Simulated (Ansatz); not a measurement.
# Work function of Pb(111): what the settings cost and change

Aim: the work function of Pb(111) against thickness and vacuum, with the cost.

Method: plane-wave DFT, PBE, Ansatz PAW, in Ansatz 0.2.0.

## Step 1: Set-up

The cell holds 1 atom: 1 Pb. Its edges and angles: a = 3.500 Å, b = 3.500 Å, c = 18.000 Å, α = 90.0°, β = 90.0°, γ = 60.0°. Vacuum lies along c.

## Step 2: Slab, setting 1 layer

A work function rests on the faint tail of the density, so the SCF threshold is tight. The slab grows from one layer, at fixed mesh and 18 Å of vacuum; then the vacuum is varied on one slab.

Contents of input.yaml:

```yaml
crystal:
  lattice:
    - [3.5001785669, 0.0, 0.0]
    - [1.7500892834, 3.0312435567, 0.0]
    - [0.0, 0.0, 18.0]
  atoms:
    - { symbol: Pb, position: [0.6666666667, 0.6666666667, 0.5] }
kpoints:
  mp_grid: { grid: [13, 13, 1] }
hamiltonian:
  xc: pbe
scf:
  occupations: { method: fermi_dirac, width: 0.1 }
  convergence: { dr2_threshold: 1.0e-09 }
efield:
  axis: 3
  dipole_correction: true
  ramp_position: 0.97
  ramp_width: 0.06
output:
  write_potential: true
  write_density: true
  volumetric_format: npy
  elf: true
```

On the command line:

```sh
$ ansatz run input.yaml --threads 2 --pin off --max-ram 3072MiB --backend cpu --events-out ev --progress --plain --runs-dir out
```

Numbers of over 12 decimals in the logs are rounded to 6 here.

The program printed:

```text
Engine: ansatz 0.2.0, x86_64-unknown-linux-gnu
Pseudopotentials: kind: paw
Pseudopotential: Pb, paw, valence charge 14, recommended cutoff 420 eV (normal), Pb.paw.azcp
Functional definition: PBE
  parameter kappa = 0.804
  parameter beta = 0.066725
  exchange = pbe_x(kappa = kappa, mu = beta*pi^2/3)
  correlation = pbe_c(beta = beta)
Crystal: 1 atoms, lattice volume = 190.978 Å³
Basis set: ecut = 420 eV, 3715 PW (Γ)
Bands: 11, of which v1, the nominal top of the filled ones, is band 7 counted from 1 (6 counted from 0)
Symmetry: 12 space group operations
k-points: 21 of 169
Non-local potential: Pb, projectors of the file, l = 0: 2, l = 1: 2, l = 2: 2, l = 3: 2
PAW form: soft (Blöchl's): semilocal exchange-correlation on the pseudo side does not see the compensation charge
PAW one-centre angular grid: Pb, 590 points (default); XC on 64 Gauss nodes
Initial density: superposition of atomic densities (neutral atoms: chi_scale 0, normalization atom), corrected by the library's trained network
Initial wavefunctions: pseudopotential atomic-orbital guess
Functional: x = pbe(κ = 0.804, μ = 0.219515), c = pbe(β = 0.066725)
SCF iter   1: F=—  HF=-11905.860459 eV  |F-HF|=—  |Δ(HF+E_count)|=         —  Δρ=5.72e-4  dr2=1.44e-3  ethr=1.77e-3  p=0.000 e·Å  D=5.21e-15 V/Å  ΔV_dip=-0.00 eV  dr2_dipole=4.49e-15  V_vac-E_F(+/−)=4.12/4.12 eV  ⟨swp⟩=6.4  Hψ=1719  notcnv=0
efield: sawtooth ramp at fractional position 0.9700 (set: `efield.ramp_position`, or a place that a band, a saddle search or an elastic batch's reference lends), width 0.0600; the density the first Hamiltonian is built on has a dipole p = 0.000 e·Å; the dipole correction subtracts the counter field D = 5.21e-15 V/Å, which shifts the + side's vacuum level by -0.00 eV against the − side's; the planar-averaged density in the ramp window peaks in size at 3.1e-6 e/Å³
preconditioner: auto → LDOS  [metal: Δε(μ)=0.073 eV  Ē_g=17.284 eV  σ=0.100 eV  W_gap=0.18  n_scr=10 (ndim 8)  ℏωp=10.1 eV  f_vac=0.712  D(μ)=0.94/eV (n_scr^D=4)  β→1.0]
SCF iter   2: F=—  HF=-11905.860634 eV  |F-HF|=—  |Δ(HF+E_count)|=   1.75e-4  Δρ=4.55e-4  dr2=2.97e-4  ethr=1.03e-5  p=0.000 e·Å  D=2.06e-8 V/Å  ΔV_dip=-0.00 eV  dr2_dipole=5.72e-12  V_vac-E_F(+/−)=4.05/4.05 eV  ⟨swp⟩=2.1  Hψ=613  notcnv=0
SCF iter   3: F=—  HF=-11905.860611 eV  |F-HF|=—  |Δ(HF+E_count)|=   2.34e-5  Δρ=1.88e-4  dr2=7.84e-5  ethr=2.12e-6  p=-0.000 e·Å  D=-2.65e-7 V/Å  ΔV_dip=0.00 eV  dr2_dipole=7.34e-12  V_vac-E_F(+/−)=4.05/4.05 eV  ⟨swp⟩=2.0  Hψ=380  notcnv=0
SCF iter   4: F=—  HF=-11905.860595 eV  |F-HF|=—  |Δ(HF+E_count)|=   1.57e-5  Δρ=7.24e-5  dr2=1.38e-5  ethr=5.60e-7  p=0.000 e·Å  D=1.81e-8 V/Å  ΔV_dip=-0.00 eV  dr2_dipole=7.97e-15  V_vac-E_F(+/−)=4.05/4.05 eV  ⟨swp⟩=2.6  Hψ=385  notcnv=0
SCF iter   5: F=—  HF=-11905.860591 eV  |F-HF|=—  |Δ(HF+E_count)|=   3.87e-6  Δρ=1.77e-5  dr2=6.72e-7  ethr=9.82e-8  p=-0.000 e·Å  D=-1.08e-7 V/Å  ΔV_dip=0.00 eV  dr2_dipole=2.28e-12  V_vac-E_F(+/−)=4.04/4.04 eV  ⟨swp⟩=2.2  Hψ=389  notcnv=0
SCF iter   6: F=—  HF=-11905.860588 eV  |F-HF|=—  |Δ(HF+E_count)|=   3.50e-6  Δρ=1.57e-6  dr2=5.41e-9  ethr=4.80e-9  p=0.000 e·Å  D=1.04e-7 V/Å  ΔV_dip=-0.00 eV  dr2_dipole=1.67e-12  V_vac-E_F(+/−)=4.04/4.04 eV  ⟨swp⟩=2.0  Hψ=377  notcnv=0
SCF iter   7: F=-11905.860588 eV  HF=-11905.860588 eV  |F-HF|=3.82e-11  |Δ(HF+E_count)|=  5.77e-10  Δρ=1.80e-7  dr2=8.77e-11  ethr=7.14e-12  p=-0.000 e·Å  D=-1.70e-7 V/Å  ΔV_dip=0.00 eV  dr2_dipole=4.67e-12  V_vac-E_F(+/−)=4.04/4.04 eV  ⟨swp⟩=5.0  Hψ=1071  notcnv=0
SCF 1 converged in 7 iterations: F = -11905.860588 eV  dr2 = 8.77e-11
  greatest PAW one-centre occupation: 0.979 electrons in one spin orbital (limit 2), on the Pb atom at site 0 (counted from 0), in its partial waves of l = 2
WARN: The output density's exchange-correlation potential varies sharply where the density is thin. Do not read a vacuum level from v_tot or v_xc, or from such a field of the output density. On a cell that repeats whose density bears no net charge and no dipole along the vacuum's axis use v_es (v_loc + v_h of the components); under efield.dipole_correction with no amplitude use v_es + v_field, which holds any externa [...]
SCF converged after 7 iterations
Free energy (F): -11905.860588 eV
Harris-Foulkes:  -11905.860588 eV  (|F-HF|=3.82e-11)
Internal energy: -11905.830779 eV  (E = F + TS)
E sigma→0 (E₀):  -11905.845683 eV
Entropy (-TS):   -0.029809 eV (-29.809 meV/atom)
Fermi energy:    -1.618328 eV
Dipole field:    D = 0.000003 V/Å  (p = 0.000003 e·Å, saw-weighted, corrected)
Work function:   Φ+ = 4.0413 eV   Φ− = 4.0413 eV
Levels:          The Fermi level and band energies are counted from a zero that moves with the ramp; work functions are not
--- Per-component energies (eV) ---
  E_band       = -211.432357
  E_kinetic    = 286.633509
  E_local      = -5068.641846  (includes V_loc(G=0)·N_el)
  E_nonlocal   = 349.471290
  E_hartree    = 2342.939651
  E_xc         = -219.184642
  E_vxc        = -130.281184  (∫ρ·V_xc dr)
  E_paw        = -10405.403959  (= ΣΔE_a)
  E_vpaw       = -334.493367  (= ΣTr[D̂ρ^β])
  E_aug_tail   = 0.000048  (compensation charges beyond the density's cutoff)
  E_efield     = 0.000000  (sawtooth field / dipole correction)
  E_vefield    = 0.000000  (∫n·V_field dr)
  E_ewald      = 808.355171
  E_smearing   = -0.029809  (= −TS)
  E_closure    = 0.000000  (closes the sum)
  Σ components = -11905.860588   (vs F -11905.860588, Δ=0.00e0)
--- Band table (eV; the first three rows and the last of 21) ---
  k-point 0: bands = [... 3 lower, -18.5821, -18.5821, -11.5930, -3.1222, 1.3128, 2.2689, 2.6235, 4.2048]
  k-point 1: bands = [... 3 lower, -18.5892, -18.5837, -11.5002, -3.0190, 1.4026, 2.3653, 2.7170, 4.2211]
  k-point 2: bands = [... 3 lower, -18.6089, -18.5883, -11.2228, -2.7140, 1.6242, 2.3316, 2.6532, 3.0259]
  k-point 20: bands = [... 3 lower, -18.5906, -18.5301, -8.4576, -2.9924, -2.1076, 0.3882, 4.2976, 4.9531]
```

Run time: 3 s. Hardware: 2 threads of Intel Xeon 6975P-C (Granite Rapids), shared host; peak memory 0.47 GiB.

Reading the cycles: dr2 is the Hartree energy of the density residual (eV), the measure of convergence; HF is the Harris–Foulkes estimate of the energy, which meets the free energy F at convergence.

This step gave:

```yaml
energy_at_zero_smearing: -11905.8457 eV
work_function_upper_face: 4.041 eV
```

Running mean over 2.858 Å of the planar mean; the ramp of the sawtooth is left out. Electron's electrostatic potential energy less the Fermi level against z:

| z (Å) | electron's electrostatic potential energy less the Fermi level (eV) |
| --- | --- |
| 2.88 | 4.04 |
| 3.31 | 4.04 |
| 3.74 | 4.04 |
| 4.18 | 4.04 |
| 4.61 | 4.03 |
| 5.04 | 4.02 |
| 5.47 | 3.98 |
| 5.90 | 3.88 |
| 6.19 | 3.74 |
| 6.62 | 3.25 |
| 7.06 | 1.83 |
| 7.49 | -0.405 |
| 7.92 | -2.73 |
| 8.35 | -4.52 |
| 8.78 | -5.18 |
| 9.22 | -5.18 |
| 9.65 | -4.52 |
| 10.08 | -2.73 |
| 10.51 | -0.405 |
| 10.94 | 1.83 |
| 11.38 | 3.25 |
| 11.81 | 3.74 |
| 12.10 | 3.88 |
| 12.53 | 3.98 |
| 12.96 | 4.02 |
| 13.39 | 4.03 |
| 13.82 | 4.04 |
| 14.26 | 4.04 |
| 14.69 | 4.04 |
| 15.12 | 4.04 |

Electrostatic potential energy in the ca plane at fractional y = 0.667, with atoms of Pb within 0.2 Å of it. With pseudopotentials it is smooth inside the atoms' cores, unlike the true potential.

Ten even steps from '0' (-36 eV) to '9' (2 eV), each cell a mean:
```
99999999999999999998521379999999999999999999
99999999999999999997100048999999999999999999
99999999999999999986012028999999999999999999
99999999999999999997100048999999999999999999
99999999999999999998632479999999999999999999
99999999999999999999888899999999999999999999
99999999999999999999999999999999999999999999
99999999999999999999888899999999999999999999
```
Columns run along c (18.0 Å; values clipped at the 3rd and 97th percentile), rows up along a (3.5 Å). Atoms in or near the plane, at fractional coordinates: Pb at (0.50, 0.67).

ELF in the ca plane at fractional y = 0.667, with atoms of Pb within 0.2 Å of it. It is the smooth field of the valence electrons, not physical close to the nuclei.

Ten even steps from '0' (0.00) to '9' (0.41), each cell a mean:
```
00000000000000013578999998642100000000000000
00000000000000013689932699742100000000000000
00000000000000013689800399852100000000000000
00000000000000013689942799742100000000000000
00000000000000012578999988632100000000000000
00000000000000012356777776431000000000000000
00000000000000012345566654321000000000000000
00000000000000012356788776431000000000000000
```
Columns run along c (18.0 Å), rows up along a (3.5 Å). Atoms in or near the plane, at fractional coordinates: Pb at (0.50, 0.67).

Valence density in the ca plane at fractional y = 0.667, with atoms of Pb within 0.2 Å of it. It is the smooth field of the valence electrons, not physical close to the nuclei.

Values in units of 1e0 e/Å³, 5 rows by 16 columns, each cell a mean:
```
0.0 0.0 0.0 0.0 0.0 0.0 0.0 1.1 1.5 0.1 0.0 0.0 0.0 0.0 0.0 0.0
0.0 0.0 0.0 0.0 0.0 0.0 0.1 3.2 4.7 0.1 0.0 0.0 0.0 0.0 0.0 0.0
0.0 0.0 0.0 0.0 0.0 0.0 0.0 1.2 1.7 0.1 0.0 0.0 0.0 0.0 0.0 0.0
0.0 0.0 0.0 0.0 0.0 0.0 0.0 0.1 0.2 0.0 0.0 0.0 0.0 0.0 0.0 0.0
0.0 0.0 0.0 0.0 0.0 0.0 0.0 0.1 0.2 0.0 0.0 0.0 0.0 0.0 0.0 0.0
```
Columns run along c (18.0 Å), rows up along a (3.5 Å). Atoms in or near the plane, at fractional coordinates: Pb at (0.50, 0.67).

The work function is 4.041 eV.

## Step 3: Slab, 2 atoms

System of this step: Pb(111). The cell holds 2 atoms: 2 Pb. Its edges and angles: a = 3.500 Å, b = 3.500 Å, c = 20.858 Å, α = 90.0°, β = 90.0°, γ = 60.0°. Vacuum lies along c.

input.yaml, the sections that differ from step 2:

```yaml
crystal:
  lattice:
    - [3.5001785669, 0.0, 0.0]
    - [1.7500892834, 3.0312435567, 0.0]
    - [0.0, 0.0, 20.8578838325]
  atoms:
    - { symbol: Pb, position: [0.6666666667, 0.6666666667, 0.4314915201] }
    - { symbol: Pb, position: [0.0, 0.0, 0.5685084799] }
output:
  write_potential: true
  write_density: true
  volumetric_format: npy
# kpoints, hamiltonian, scf, efield: as in step 2
```

The program printed:

```text
[...]
Crystal: 2 atoms, lattice volume = 221.300 Å³
Basis set: ecut = 420 eV, 4299 PW (Γ)
Bands: 18, of which v1, the nominal top of the filled ones, is band 14 counted from 1 (13 counted from 0)
Symmetry: 6 space group operations
k-points: 21 of 169 (time reversal used)
[...]
k-point 0: bands = [... 10 lower, -10.5802, -8.7895, -2.2164, 1.3555, 3.5123, 4.1932, 4.4490, 6.0279]
  k-point 1: bands = [... 10 lower, -10.4806, -8.7013, -2.1083, 1.4314, 3.6054, 4.2778, 4.5415, 5.4709]
  k-point 2: bands = [... 10 lower, -10.1826, -8.4384, -1.7901, 1.6080, 3.4980, 3.8751, 4.5878, 4.7136]
  k-point 20: bands = [... 10 lower, -6.7616, -6.4117, -1.6140, -1.2372, -0.6447, 0.3790, 2.4808, 3.1983]
[key lines of the parts left out:]
SCF converged after 7 iterations
Free energy (F): -23812.524430 eV
Fermi energy:    0.510950 eV
Dipole field:    D = -0.000001 V/Å  (p = -0.000001 e·Å, saw-weighted, corrected)
Work function:   Φ+ = 3.4861 eV   Φ− = 3.4861 eV
```

Wall time 7 s (2 threads); peak memory 0.47 GiB; 11 s of CPU time.

The work function is 3.486 eV, -0.555 eV from the run “1 layer”, at 2.2 times its CPU time.

## Step 4: Slab, 3 atoms

System of this step: Pb(111). The cell holds 3 atoms: 3 Pb. Its edges and angles: a = 3.500 Å, b = 3.500 Å, c = 23.716 Å, α = 90.0°, β = 90.0°, γ = 60.0°. Vacuum lies along c.

input.yaml, the sections that differ from step 3:

```yaml
crystal:
  lattice:
    - [3.5001785669, 0.0, 0.0]
    - [1.7500892834, 3.0312435567, 0.0]
    - [0.0, 0.0, 23.715767665]
  atoms:
    - { symbol: Pb, position: [0.3333333333, 0.3333333333, 0.379494357] }
    - { symbol: Pb, position: [0.6666666667, 0.6666666667, 0.5] }
    - { symbol: Pb, position: [0.0, 0.0, 0.620505643] }
# kpoints, hamiltonian, scf, efield, output: as in step 3
```

The program printed:

```text
[...]
Crystal: 3 atoms, lattice volume = 251.622 Å³
Basis set: ecut = 420 eV, 4873 PW (Γ)
Bands: 26, of which v1, the nominal top of the filled ones, is band 21 counted from 1 (20 counted from 0)
Symmetry: 6 space group operations
k-points: 21 of 169 (time reversal used)
[...]
k-point 0: bands = [... 17 lower, -7.3469, -1.6426, 0.9453, 3.8309, 4.9729, 5.7046, 5.9085, 7.4104, ... 1 higher]
  k-point 1: bands = [... 17 lower, -7.2615, -1.5318, 1.0307, 3.8961, 5.0637, 5.7665, 5.9914, 6.2682, ... 1 higher]
  k-point 2: bands = [... 17 lower, -7.0079, -1.2061, 1.2621, 3.8789, 4.3770, 5.1553, 5.3480, 6.0185, ... 1 higher]
  k-point 20: bands = [... 17 lower, -5.3620, -0.7631, -0.7198, -0.0685, 0.2683, 1.2365, 1.2617, 3.5357, ... 1 higher]
[key lines of the parts left out:]
SCF converged after 8 iterations
Free energy (F): -35718.844143 eV
Fermi energy:    1.448389 eV
Dipole field:    D = 0.000000 V/Å  (p = 0.000000 e·Å, saw-weighted, corrected)
Work function:   Φ+ = 3.9497 eV   Φ− = 3.9497 eV
```

Run time: 12 s. Hardware: 2 threads; peak memory 0.52 GiB.

The work function is 3.950 eV, +0.464 eV from the run “2 layers”, at 1.7 times its CPU time.

## Step 5: Slab, 4 atoms

System of this step: Pb(111). The cell holds 4 atoms: 4 Pb. Cell: a = 3.500 Å, b = 3.500 Å, c = 26.574 Å, α = 90.0°, β = 90.0°, γ = 60.0°. Vacuum lies along c.

input.yaml, the sections that differ from step 4:

```yaml
crystal:
  lattice:
    - [3.5001785669, 0.0, 0.0]
    - [1.7500892834, 3.0312435567, 0.0]
    - [0.0, 0.0, 26.5736514975]
  atoms:
    - { symbol: Pb, position: [0.0, 0.0, 0.3386813438] }
    - { symbol: Pb, position: [0.3333333333, 0.3333333333, 0.4462271146] }
    - { symbol: Pb, position: [0.6666666667, 0.6666666667, 0.5537728854] }
    - { symbol: Pb, position: [0.0, 0.0, 0.6613186562] }
# kpoints, hamiltonian, scf, efield, output: as in step 4
```

The program printed:

```text
[...]
Crystal: 4 atoms, lattice volume = 281.944 Å³
Basis set: ecut = 420 eV, 5471 PW (Γ)
Bands: 34, of which v1, the nominal top of the filled ones, is band 28 counted from 1 (27 counted from 0)
Symmetry: 6 space group operations
k-points: 21 of 169 (time reversal used)
[...]
k-point 0: bands = [... 24 lower, -0.8567, 1.0723, 3.5047, 5.5444, 6.1064, 7.0164, 7.0334, 8.3572, ... 2 higher]
  k-point 1: bands = [... 24 lower, -0.7443, 1.1656, 3.5726, 5.6151, 6.1948, 7.0617, 7.0959, 7.2090, ... 2 higher]
  k-point 2: bands = [... 24 lower, -0.4138, 1.4294, 3.7026, 5.1985, 5.5568, 6.0088, 6.4964, 6.6165, ... 2 higher]
  k-point 20: bands = [... 24 lower, 0.1335, 0.1855, 0.7503, 0.9103, 1.3415, 1.7455, 2.3550, 2.6924, ... 2 higher]
[key lines of the parts left out:]
SCF converged after 8 iterations
Free energy (F): -47625.339435 eV
Fermi energy:    2.625307 eV
Dipole field:    D = -0.000000 V/Å  (p = -0.000001 e·Å, saw-weighted, corrected)
Work function:   Φ+ = 3.7224 eV   Φ− = 3.7224 eV
```

Elapsed: 16 s, on 2 threads; peak memory 0.58 GiB; 28 s of CPU time.

The work function is 3.722 eV, -0.227 eV from the run “3 layers”, at 1.5 times its CPU time.

## Step 6: Run, 5 atoms

System of this step: Pb(111). The cell holds 5 atoms: 5 Pb. Its edges and angles: a = 3.500 Å, b = 3.500 Å, c = 29.432 Å, α = 90.0°, β = 90.0°, γ = 60.0°. Vacuum lies along c.

input.yaml, the sections that differ from step 5:

```yaml
crystal:
  lattice:
    - [3.5001785669, 0.0, 0.0]
    - [1.7500892834, 3.0312435567, 0.0]
    - [0.0, 0.0, 29.43153533]
  atoms:
    - { symbol: Pb, position: [0.6666666667, 0.6666666667, 0.3057944446] }
    - { symbol: Pb, position: [0.0, 0.0, 0.4028972223] }
    - { symbol: Pb, position: [0.3333333333, 0.3333333333, 0.5] }
    - { symbol: Pb, position: [0.6666666667, 0.6666666667, 0.5971027777] }
    - { symbol: Pb, position: [0.0, 0.0, 0.6942055554] }
# kpoints, hamiltonian, scf, efield, output: as in step 5
```

The program printed:

```text
[...]
Crystal: 5 atoms, lattice volume = 312.265 Å³
Basis set: ecut = 420 eV, 6069 PW (Γ)
Bands: 42, of which v1, the nominal top of the filled ones, is band 35 counted from 1 (34 counted from 0)
Symmetry: 6 space group operations
k-points: 21 of 169 (time reversal used)
[...]
k-point 0: bands = [... 31 lower, 1.2675, 3.2267, 5.3163, 6.6649, 6.9955, 7.9323, 8.1113, 9.1014, ... 3 higher]
  k-point 1: bands = [... 31 lower, 1.3659, 3.3043, 5.3736, 6.7418, 7.0791, 7.9314, 7.9913, 8.1348, ... 3 higher]
  k-point 2: bands = [... 31 lower, 1.6487, 3.4989, 5.3737, 5.9773, 6.4110, 6.7996, 7.0977, 7.4071, ... 3 higher]
  k-point 20: bands = [... 31 lower, 0.8733, 1.4378, 1.5028, 1.6165, 2.2463, 2.3540, 2.8482, 3.2532, ... 3 higher]
[key lines of the parts left out:]
SCF converged after 9 iterations
Free energy (F): -59531.682746 eV
Fermi energy:    3.462637 eV
Dipole field:    D = -0.000000 V/Å  (p = -0.000000 e·Å, saw-weighted, corrected)
Work function:   Φ+ = 3.6989 eV   Φ− = 3.6989 eV
```

Run time: 24 s. Hardware: 2 threads; peak memory 0.68 GiB.

The work function is 3.699 eV, -0.024 eV from the run “4 layers”, at 1.5 times its CPU time.

## Step 7: Slab, 6 atoms

System of this step: Pb(111). The cell holds 6 atoms: 6 Pb. Cell: a = 3.500 Å, b = 3.500 Å, c = 32.289 Å, α = 90.0°, β = 90.0°, γ = 60.0°. Vacuum lies along c.

input.yaml, the sections that differ from step 6:

```yaml
crystal:
  lattice:
    - [3.5001785669, 0.0, 0.0]
    - [1.7500892834, 3.0312435567, 0.0]
    - [0.0, 0.0, 32.2894191624]
  atoms:
    - { symbol: Pb, position: [0.3333333333, 0.3333333333, 0.278729077] }
    - { symbol: Pb, position: [0.6666666667, 0.6666666667, 0.3672374462] }
    - { symbol: Pb, position: [0.0, 0.0, 0.4557458154] }
    - { symbol: Pb, position: [0.3333333333, 0.3333333333, 0.5442541846] }
    - { symbol: Pb, position: [0.6666666667, 0.6666666667, 0.6327625538] }
    - { symbol: Pb, position: [0.0, 0.0, 0.721270923] }
# kpoints, hamiltonian, scf, efield, output: as in step 6
```

The program printed:

```text
[...]
Crystal: 6 atoms, lattice volume = 342.587 Å³
Basis set: ecut = 420 eV, 6653 PW (Γ)
Bands: 51, of which v1, the nominal top of the filled ones, is band 42 counted from 1 (41 counted from 0)
Symmetry: 6 space group operations
k-points: 21 of 169 (time reversal used)
[...]
k-point 0: bands = [... 38 lower, 3.1066, 4.9349, 6.6512, 7.5643, 7.8032, 8.7368, 9.0366, 9.7172, ... 5 higher]
  k-point 1: bands = [... 38 lower, 3.1916, 4.9993, 6.7056, 7.6411, 7.8796, 8.5413, 8.7725, 8.8611, ... 5 higher]
  k-point 2: bands = [... 38 lower, 3.4211, 5.1111, 6.5247, 6.5789, 7.0345, 7.3718, 7.7991, 7.9607, ... 5 higher]
  k-point 20: bands = [... 38 lower, 1.9325, 1.9536, 2.0946, 2.4945, 2.6404, 2.9910, 3.3962, 3.5244, ... 5 higher]
[key lines of the parts left out:]
SCF converged after 8 iterations
Free energy (F): -71438.131506 eV
Fermi energy:    4.112731 eV
Dipole field:    D = -0.000001 V/Å  (p = -0.000001 e·Å, saw-weighted, corrected)
Work function:   Φ+ = 3.7409 eV   Φ− = 3.7409 eV
```

Run time: 30 s. Hardware: 2 threads; peak memory 0.76 GiB.

The work function is 3.741 eV, +0.042 eV from the run “5 layers”, at 1.3 times its CPU time.

(Continued in part 2 of 2.)

[Logs are printed without paths, hosts, clocks, repeated set-up lines and the standing remarks that a program may print on its own settings, such as how far it seeks lower states.]

[Hosts, paths, dates, database ids (printed as entryN), source tags and the programs' standing remarks are cut or masked in the printed files.]

[Maps of the electrostatic potential energy from Ansatz leave out the sawtooth potential of an applied field or a dipole correction, so their vacuum need not be flat; planar profiles and work functions include it.]
